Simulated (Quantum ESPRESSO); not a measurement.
# Core-hole calculation of the C K edge in LuC2 (I4/mmm), part 3 of 4

What does one-electron theory with a core hole give for the C K edge of LuC2 (I4/mmm)?

Quantum ESPRESSO 7.5; X-ray absorption near-edge structure, plane-wave PAW LDA, one-electron final states by a Lanczos continued fraction.

So far. Step 2 (The field without a hole): The mesh shows no gap, so the system is treated as a metal and the core electron is put at the Fermi level (neutral cell). Step 3 (Spectrum without a core hole, C atom 2): Main maxima below 24 eV (height): 2.5 eV (1.41), 8.4 eV (1.54), 14.3 eV (1.20), 16.3 eV (0.79) and 20.7 eV (1.18). A K edge sees empty p states on the absorber.

**8. Spectrum with XCH, C atom 2**

The Lanczos recursion gives the spectrum without computing empty bands; each polarisation needs a run of its own on the full k mesh. xe0 is set between filled and empty states, and states below it are cut, here at the Fermi level, which holds the excited electron. The file of filecore holds the core orbital, taken from the hole-free data set.

xspectra.in

```
&input_xspectra
   calculation='xanes_dipole', edge='K'
   prefix='x', outdir='tmp', xiabs=2, xe0=11.3367
   xonly_plot=.false., x_save_file='xanes.sav'
   xniter=3000, xcheck_conv=20, xerror=0.005
   xcoordcrys=.false., xepsilon(1)=1, xepsilon(2)=0, xepsilon(3)=0
/
&plot
   xnepoint=413, xemin=-10, xemax=45, terminator=.true., cut_occ_states=.true.
   xgamma=0.4
/
&pseudos
   filecore='../C.wfc'
/
&cut_occ
   cut_desmooth=0.1, cut_stepl=0.05, cut_stepu=0.05, cut_ierror=1e-5
/
6 6 6 0 0 0
```

xspectra_1.in, as its differences from xspectra.in of step 8:

```diff
@@ -5,3 +5,3 @@
    xniter=3000, xcheck_conv=20, xerror=0.005
-   xcoordcrys=.false., xepsilon(1)=1, xepsilon(2)=0, xepsilon(3)=0
+   xcoordcrys=.false., xepsilon(1)=0, xepsilon(2)=0, xepsilon(3)=1
 /
```

Started as:

```sh
$ OMP_NUM_THREADS=1 mpirun --oversubscribe --bind-to none -np 4 xspectra.x -nk 4 -in xspectra.in > xspectra.out
```

Output:

```text
     [... banner and references ...]
Reading input_file

     calculation: xanes_dipole

     xepsilon  [cartesian coordinates]:   1.000000   0.000000   0.000000

     xonly_plot: FALSE
        => complete calculation: Lanczos + spectrum plot

     filecore (core-wavefunction file): ../C.wfc

     main plot parameters:
        cut_occ_states: TRUE
        gamma_mode:  constant
        -> using xgamma [eV]:  0.40
        xemin [eV]: -10.00
        xemax [eV]:  45.00
        xnepoint:  413
        xe0 [eV]:  11.336700 (energy zero read in input file)

     WARNING: variable ef_r is obsolete

                      Reading SCF save directory: x.save

     tmp/x.save/

     Exchange-correlation= PZ
                           (   1   1   0   0   0   0   0)

     G-vector sticks info

     negative rho (up, down):  9.798E-04 0.000E+00

                           Getting the Fermi energy

     From SCF save directory:
        ehomo [eV]:   11.6766 (highest occupied level)
        elumo [eV]:   11.7067 (lowest occupied level)
        ef    [eV]:   11.6766

     -> ef (in eV) will be written in x_save_file

                           Energy zero of the spectrum

     -> ef will NOT be used as energy zero of the spectrum
       (because xe0 read in input file)

     G-vector sticks info

     bravais-lattice index     =            0
     lattice parameter (alat)  =      11.4478  a.u.
     unit-cell volume          =    1299.5708 (a.u.)^3
     number of atoms/cell      =           15
     number of atomic types    =            3
     number of electrons       =        96.00
     number of Kohn-Sham states=           59
     kinetic-energy cutoff     =      43.0000  Ry
     charge density cutoff     =     400.0000  Ry
     Exchange-correlation= PZ
                           (   1   1   0   0   0   0   0)

     celldm(1)=  11.447772  celldm(2)=   0.000000  celldm(3)=   0.000000
     celldm(4)=   0.000000  celldm(5)=   0.000000  celldm(6)=   0.000000

     crystal axes: (cart. coord. in units of alat)
               a(1) = (   0.000000   0.000000  -1.000000 )
               a(2) = (   0.294319   0.882957  -0.500000 )
               a(3) = (   0.882957  -0.294319  -0.500000 )

     reciprocal axes: (cart. coord. in units 2 pi/alat)
               b(1) = ( -0.679534 -0.339767 -1.000000 )
               b(2) = (  0.339767  1.019302  0.000000 )
               b(3) = (  1.019302 -0.339767  0.000000 )

     PseudoPot. #1 for Lu:     Pseudo is Projector augmented-wave + core cor, Zval = 11.0

     ../pp/C.lda-n-kjpaw-1sch.UPF
     Pseudo is Projector augmented-wave + core cor, Zval =  5.0
     Shape of augmentation charge: PSQ
     Using radial grid of 1073 points,  4 beta functions with:
                l(1) =   0
                l(2) =   0
                l(3) =   1
                l(4) =   1
     Q(r) pseudized with 0 coefficients

     ../pp/C.lda-n-kjpaw.UPF
     Pseudo is Projector augmented-wave + core cor, Zval =  4.0
     Shape of augmentation charge: PSQ
     Using radial grid of 1073 points,  4 beta functions with:
                l(1) =   0
                l(2) =   0
                l(3) =   1
                l(4) =   1
     Q(r) pseudized with 0 coefficients

     atomic species   valence    mass     pseudopotential
     Lu               11.00     1.00000     Lu( 1.00)
     C0                5.00     1.00000     C ( 1.00)
     C                 4.00     1.00000     C ( 1.00)

      4 Sym. Ops. (no inversion) found

   Cartesian axes

     site n.     atom                  positions (alat units)
         1        Lu     tau(   1) = (   0.0000000   0.0000000  -0.0000000  )
         2        Lu     tau(   2) = (   0.2943192   0.2943192  -0.5000000  )
         3        Lu     tau(   3) = (   0.5886383   0.0000000  -1.0000000  )
         4        Lu     tau(   4) = (   0.5886383   0.5886383  -1.0000000  )
         5        Lu     tau(   5) = (   0.8829575   0.2943192  -1.5000000  )
         6        C0     tau(   6) = (   0.0000000   0.0000000  -0.6079370  )
[...]
13        C      tau(  13) = (   0.5886383   0.0000000  -1.3920630  )
        14        C      tau(  14) = (   0.5886383   0.5886383  -1.3920630  )
        15        C      tau(  15) = (   0.8829575   0.2943192  -0.8920630  )

     number of k points=   216  Marzari-Vanderbilt smearing, width (Ry)=  0.0150

     Number of k-points >= 100: set verbosity='high' to print them.

     Dense  grid:   175701 G-vectors     FFT dimensions: (  75,  80,  80)

     Smooth grid:    49451 G-vectors     FFT dimensions: (  48,  54,  54)

     The potential is recalculated from file :
     tmp/x.save/charge-density

     negative rho (up, down):  9.798E-04 0.000E+00
     Starting wfcs are  105 atomic wfcs
     Checking if some PAW data can be deallocated...

               Reading core wavefunction file for the absorbing atom

     ../C.wfc successfully read

                              Attributing the PAW radii
                     for the absorbing atom [units: Bohr radius]

        PAW proj 1: r_paw(l= 0)= 1.80  (1.5*r_cut)
        PAW proj 2: r_paw(l= 0)= 1.80  (1.5*r_cut)
        PAW proj 3: r_paw(l= 1)= 2.10  (1.5*r_cut)
        PAW proj 4: r_paw(l= 1)= 2.10  (1.5*r_cut)

        NB: The calculation will not necessary use all these r_paw values.
            - For a edge in the electric-dipole approximation,
              only the r_paw(l=1) values are used.
            - For a K edge in the electric-quadrupole approximation,
              only the r_paw(l=2) values are used.

            - For a L2 or L3 edge in the electric-quadrupole approximation,

              all projectors (s, p and d) are used.

     init_gipaw_1: projectors nearly linearly dependent:
     ntyp =  3, l/n1/n2 =  1 2 1  0.99384611

                          Starting XANES calculation
                     in the electric dipole approximation

     Method of calculation based on the Lanczos recursion algorithm
        - STEP 1: Construction of a kpoint-dependent Lanczos basis,
          in which the Hamiltonian is tridiagonal (each 'iter'
          corresponds to the calculation of one more Lanczos vector)
        - STEP 2: Calculation of the cross-section as a continued fraction
          averaged over the k-points.

     ... Begin STEP 1 ...

        Radial transition matrix element(s) used in the calculation of the
        initial vector of the Lanczos basis (|tilde{phi}_abs> normalized)
        | For PAW proj. (l=1) #1: radial matrix element =   0.223614813
        | For PAW proj. (l=1) #2: radial matrix element =   0.258003909

NB: the    54 k-point are not all listed below because npool=  4
        |-------------------------------------------------------------
        ! k-point #     1:  ( 0.0000,  0.0000,  0.0000),  0.0093,   1
        |-------------------------------------------------------------
 okvan= T
        |   Norm of the initial Lanczos vector: 0.17318847E+00
        |   Estimated error at iter     20:   1.00619485
        |   Estimated error at iter     40:   0.44593362
        |   Estimated error at iter     60:   0.11425879
        |   Estimated error at iter     80:   0.30764617
        |   Estimated error at iter    100:   0.19156111
[...]
!   => CONVERGED at iter    340 with error=  0.00487871
        |-------------------------------------------------------------
        ! k-point #     2:  ( 0.1699, -0.0566,  0.0000),  0.0093,   1
        |-------------------------------------------------------------
 okvan= T
        |   Norm of the initial Lanczos vector: 0.17317939E+00
[...]
!   => CONVERGED at iter    460 with error=  0.00399096
        |-------------------------------------------------------------
     [... 51 further k-points ...]
        ! k-point #    54:  ( 0.8494, -0.0000, -0.1667),  0.0093,   1
        |-------------------------------------------------------------
 okvan= T
        |   Norm of the initial Lanczos vector: 0.17318061E+00
[...]
|   Estimated error at iter    400:   0.01079200
        |   Estimated error at iter    420:   0.00812810
        |   Estimated error at iter    440:   0.00975934
        !   => CONVERGED at iter    460 with error=  0.00470796

     Results of STEP 1 successfully written in x_save_file
     x_save_file name:
     ->  xanes.sav
     x_save_file version:  2

     ... End STEP 1 ...

     ... Begin STEP 2 ...

     The spectrum is calculated using the following parameters:
        xe0 [eV]:   11.3367
        the occupied states are elimintate from the spectrum
        xemin [eV]: -10.00
        xemax [eV]:  45.00
        xnepoint:  413
        constant broadening parameter [eV]:    0.400
        Core level energy [eV]:  -284.2
         (from electron binding energy of neutral atoms in X-ray data booklet)

     Cross-section successfully written in xanes.dat

     ... End STEP 2 ...

                                END JOB XSpectra
```

Run time: 5 min. Hardware: 4 MPI ranks of Intel Xeon 6975P-C (Granite Rapids), shared host; peak memory 0.25 GiB; 20 min of CPU time.

The C K spectrum, C atom 2, excited-electron core hole (neutral cell) (energy from the energy zero of the input (xe0, at the border of filled and empty states); intensity scaled to a mean of 1 over the first 20 eV; the points at xe0, where the cut of filled states can leave a spike, are interpolated; polarised curves are means over the symmetry-equivalent atoms):

| E (eV) | isotropic | ε ⊥ c | ε ∥ c |
| --- | --- | --- | --- |
| -2.0 | 0.08 | 0.11 | 0.02 |
| -1.0 | 0.17 | 0.25 | 0.03 |
| 0.0 | 0.79 | 1.14 | 0.10 |
| 1.0 | 1.48 | 2.12 | 0.18 |
| 2.0 | 1.67 | 2.39 | 0.21 |
| 3.0 | 1.01 | 1.44 | 0.16 |
| 4.0 | 0.80 | 1.07 | 0.27 |
| 5.0 | 1.18 | 1.54 | 0.46 |
| 6.0 | 1.25 | 1.66 | 0.44 |
| 7.0 | 1.18 | 1.40 | 0.74 |
| 8.0 | 1.19 | 1.21 | 1.14 |
| 9.0 | 0.82 | 0.85 | 0.76 |
| 10.0 | 0.51 | 0.57 | 0.38 |
| 11.0 | 0.51 | 0.57 | 0.40 |
| 12.0 | 0.79 | 0.66 | 1.05 |
| 13.0 | 1.15 | 0.77 | 1.93 |
| 14.0 | 1.24 | 0.92 | 1.88 |
| 15.0 | 0.85 | 0.45 | 1.65 |
| 16.0 | 0.80 | 0.35 | 1.72 |
| 17.0 | 0.98 | 0.34 | 2.26 |
| 18.0 | 0.76 | 0.47 | 1.35 |
| 19.0 | 0.80 | 0.71 | 0.99 |
| 20.0 | 0.80 | 0.73 | 0.95 |
| 21.0 | 0.78 | 0.78 | 0.77 |
| 22.0 | 0.81 | 0.89 | 0.66 |
| 23.0 | 0.66 | 0.74 | 0.49 |
| 24.0 | 0.49 | 0.51 | 0.46 |
| 25.0 | 0.49 | 0.53 | 0.40 |
| 26.0 | 0.44 | 0.38 | 0.55 |
| 27.0 | 0.54 | 0.39 | 0.84 |
| 28.0 | 0.66 | 0.48 | 1.02 |
| 29.0 | 0.83 | 0.61 | 1.27 |
| 30.0 | 0.80 | 0.65 | 1.10 |
| 31.0 | 0.60 | 0.56 | 0.70 |
| 32.0 | 0.45 | 0.46 | 0.42 |

Main maxima below 24 eV (height): 1.9 eV (1.67), 5.8 eV (1.27), 7.6 eV (1.28), 13.8 eV (1.28), 17.4 eV (1.02) and 20.4 eV (0.84). 

The total-energy difference is 286.29 eV. One term is added: -6.67 eV, since the hole is spin-paired here and a spin-polarised one costs that much less in the free atom (computed apart). The photon energy is then 279.62 eV. The functional leaves an error in such absolute values: in the free atom LDA prices this hole 2.9 eV below PBE (computed apart), and PBE is itself good to a few eV.

**9. Another broadening**

The final state's lifetime shortens with energy, so measured features broaden above the edge; the saved Lanczos coefficients are redrawn with a width that grows.

xspectra_plot.in

```
&input_xspectra
   calculation='xanes_dipole', edge='K'
   prefix='x', outdir='tmp', xiabs=2, xe0=11.3367
   xonly_plot=.true., x_save_file='xanes.sav'
   xniter=3000, xcheck_conv=20, xerror=0.005
   xcoordcrys=.false., xepsilon(1)=1, xepsilon(2)=0, xepsilon(3)=0
/
&plot
   xnepoint=413, xemin=-10, xemax=45, terminator=.true., cut_occ_states=.true.
   gamma_mode='variable', gamma_energy(1)=4, gamma_energy(2)=25, gamma_value(1)=0.3, gamma_value(2)=2.5
/
&pseudos
   filecore='../C.wfc'
/
&cut_occ
   cut_desmooth=0.1, cut_stepl=0.05, cut_stepu=0.05, cut_ierror=1e-5
/
6 6 6 0 0 0
```

Started as:

```sh
$ OMP_NUM_THREADS=1 xspectra.x -in xspectra_plot.in > xspectra_plot.out
```

Output:

```text
     [... banner and references ...]
Reading input_file
     -------------------------------------------------------------------------

     calculation: xanes_dipole

     xonly_plot: TRUE
        => only the spectrum plot

     main plot parameters:
        cut_occ_states: TRUE
        gamma_mode:  variable
        -> first, constant up to point ( 4.00, 0.30) [eV]
        -> then, linear up to point (25.00, 2.50) [eV]
        -> finally, constant up to xemax
        xemin [eV]: -10.00
        xemax [eV]:  45.00
        xnepoint:  413
[...]
xemin [eV]: -10.00
        xemax [eV]:  45.00
        xnepoint:  413
        energy-dependent broadening parameter:
         -> first, constant up to point ( 4.00, 0.30) [eV]
         -> then, linear up to point (25.00, 2.50) [eV]
         -> finally, constant up to xemax
        Core level energy [eV]:  -284.2
         (from electron binding energy of neutral atoms in X-ray data booklet)

     Cross-section successfully written in xanes.dat

     -------------------------------------------------------------------------
                                END JOB XSpectra
     -------------------------------------------------------------------------
[key lines of the parts left out:]
Fermi level [eV]:  11.6766
```

Run time: 5.7 s. Hardware: 1 MPI rank; peak memory 0.05 GiB.

With a Lorentzian half width 0.3 eV up to 4 eV, rising linearly to 2.5 eV at 25 eV, the maxima are 2.0 eV (1.79), 5.8 eV (1.26) and 13.5 eV (1.01).

**10. Spectrum with XCH, other settings, C atom 2**

Another set-up is tried: cut_occ_states from yes to no.

Edit xspectra.in of step 8 so:

```diff
@@ -8,3 +8,3 @@
 &plot
-   xnepoint=413, xemin=-10, xemax=45, terminator=.true., cut_occ_states=.true.
+   xnepoint=413, xemin=-10, xemax=45, terminator=.true., cut_occ_states=.false.
    xgamma=0.4
@@ -17,2 +17,2 @@
 /
-6 6 6 0 0 0
+3 3 3 0 0 0
```

Started as:

```sh
$ OMP_NUM_THREADS=1 mpirun --oversubscribe --bind-to none -np 4 xspectra.x -nk 4 -in xspectra.in > xspectra.out
```

Output:

```text
     [... banner and references ...]
Reading input_file

     calculation: xanes_dipole

     xepsilon  [cartesian coordinates]:   1.000000   0.000000   0.000000

     xonly_plot: FALSE
        => complete calculation: Lanczos + spectrum plot

     filecore (core-wavefunction file): ../C.wfc

     main plot parameters:
        cut_occ_states: FALSE
        gamma_mode:  constant
        -> using xgamma [eV]:  0.40
        xemin [eV]: -10.00
        xemax [eV]:  45.00
        xnepoint:  413
        xe0 [eV]:  11.336700 (energy zero read in input file)

[...]
x_save_file name:
     ->  xanes.sav
     x_save_file version:  2

     ... End STEP 1 ...

     ... Begin STEP 2 ...

     The spectrum is calculated using the following parameters:
        xe0 [eV]:   11.3367
        the occupied states are NOT eliminated from the spectrum
        xemin [eV]: -10.00
        xemax [eV]:  45.00
        xnepoint:  413
        constant broadening parameter [eV]:    0.400
        Core level energy [eV]:  -284.2
         (from electron binding energy of neutral atoms in X-ray data booklet)

     Cross-section successfully written in xanes.dat

     ... End STEP 2 ...

                                END JOB XSpectra
```

The job ended after 44 s (4 MPI ranks; peak memory 0.25 GiB; 2.9 min of CPU time).

The run finished. A setting was moved off its sound value on purpose, so it serves as a test and not as the result.

The fault put into the input: transitions to filled states aren't cut.

This run also has another mesh (3×3×3 against 6×6×6), so part of the 22 % r.m.s. difference comes from the mesh. Another feature, at 0.7 eV (1.85), becomes the highest below 16 eV; the one at 1.9 eV (1.67) is now at 1.7 eV (1.76).

| E (eV) | first run | this run |
| --- | --- | --- |
| -2.0 | 0.08 | 0.52 |
| -0.5 | 0.32 | 1.17 |
| 1.0 | 1.48 | 1.69 |
| 2.5 | 1.39 | 1.30 |
| 4.0 | 0.80 | 0.84 |
| 5.5 | 1.25 | 1.21 |
| 7.0 | 1.18 | 1.15 |
| 8.5 | 1.00 | 0.99 |
| 10.0 | 0.51 | 0.51 |
| 11.5 | 0.66 | 0.59 |
| 13.0 | 1.15 | 1.00 |
| 14.5 | 1.01 | 1.08 |
| 16.0 | 0.80 | 0.83 |
| 17.5 | 1.00 | 0.74 |
| 19.0 | 0.80 | 0.75 |
| 20.5 | 0.83 | 0.88 |
| 22.0 | 0.81 | 0.69 |
| 23.5 | 0.56 | 0.55 |
| 25.0 | 0.49 | 0.51 |
| 26.5 | 0.50 | 0.43 |
| 28.0 | 0.66 | 0.71 |
| 29.5 | 0.92 | 0.91 |
| 31.0 | 0.60 | 0.58 |

**11. Spectrum with XCH, other settings, C atom 2**

A test of how far the spectrum depends on this setting.

Changed against the first core-hole run: k mesh from sound to coarse.

Edit xspectra.in of step 10 so:

```diff
@@ -8,3 +8,3 @@
 &plot
-   xnepoint=413, xemin=-10, xemax=45, terminator=.true., cut_occ_states=.false.
+   xnepoint=413, xemin=-10, xemax=45, terminator=.true., cut_occ_states=.true.
    xgamma=0.4
```

Output:

```text
     [... banner and references ...]
Reading input_file

     calculation: xanes_dipole

     xepsilon  [cartesian coordinates]:   1.000000   0.000000   0.000000

     xonly_plot: FALSE
        => complete calculation: Lanczos + spectrum plot

     filecore (core-wavefunction file): ../C.wfc

     main plot parameters:
        cut_occ_states: TRUE
        gamma_mode:  constant
        -> using xgamma [eV]:  0.40
        xemin [eV]: -10.00
        xemax [eV]:  45.00
        xnepoint:  413
        xe0 [eV]:  11.336700 (energy zero read in input file)

[...]
Results of STEP 1 successfully written in x_save_file
     x_save_file name:
     ->  xanes.sav
     x_save_file version:  2

     ... End STEP 1 ...

     ... Begin STEP 2 ...

     The spectrum is calculated using the following parameters:
        xe0 [eV]:   11.3367
        the occupied states are elimintate from the spectrum
        xemin [eV]: -10.00
        xemax [eV]:  45.00
        xnepoint:  413
        constant broadening parameter [eV]:    0.400
        Core level energy [eV]:  -284.2
         (from electron binding energy of neutral atoms in X-ray data booklet)

     Cross-section successfully written in xanes.dat

     ... End STEP 2 ...

                                END JOB XSpectra
```

Wall time 44 s (4 MPI ranks); peak memory 0.25 GiB; 2.9 min of CPU time.

These settings depart from the first run's and aren't meant as converged.

Against the first run the r.m.s. difference is 10 %. Another feature, at 0.7 eV (1.74), becomes the highest below 16 eV; the one at 1.9 eV (1.67) is now at 1.7 eV (1.74).

| E (eV) | first run | this run |
| --- | --- | --- |
| -2.0 | 0.08 | 0.09 |
| -0.5 | 0.32 | 0.34 |
| 1.0 | 1.48 | 1.62 |
| 2.5 | 1.39 | 1.29 |
| 4.0 | 0.80 | 0.84 |
| 5.5 | 1.25 | 1.23 |
| 7.0 | 1.18 | 1.16 |
| 8.5 | 1.00 | 1.01 |
| 10.0 | 0.51 | 0.51 |
| 11.5 | 0.66 | 0.60 |
| 13.0 | 1.15 | 1.02 |
| 14.5 | 1.01 | 1.11 |
| 16.0 | 0.80 | 0.85 |
| 17.5 | 1.00 | 0.76 |
| 19.0 | 0.80 | 0.77 |
| 20.5 | 0.83 | 0.90 |
| 22.0 | 0.81 | 0.71 |
| 23.5 | 0.56 | 0.56 |
| 25.0 | 0.49 | 0.52 |
| 26.5 | 0.50 | 0.44 |
| 28.0 | 0.66 | 0.73 |
| 29.5 | 0.92 | 0.94 |
| 31.0 | 0.60 | 0.60 |

[end of part 3 of 4]

[Banner, clock and machine lines of the logs are left out without a mark of their own.]

[Logs are printed without paths, hosts, clocks, repeated set-up lines and the standing remarks that a program may print on its own settings, such as how far it seeks lower states.]

[Hosts, paths, dates, database ids (printed as entryN), source tags and the programs' standing remarks are cut or masked in the printed files.]

[Lists of maxima count a maximum above −3 eV only where it reaches 4 % of the highest in the window and stands out from its surroundings by 2 % of it (1.5 % where it reaches 55 %); shoulders and weaker maxima are passed over, and of the rest the first, up to two pre-edge ones and the few strongest are named.]
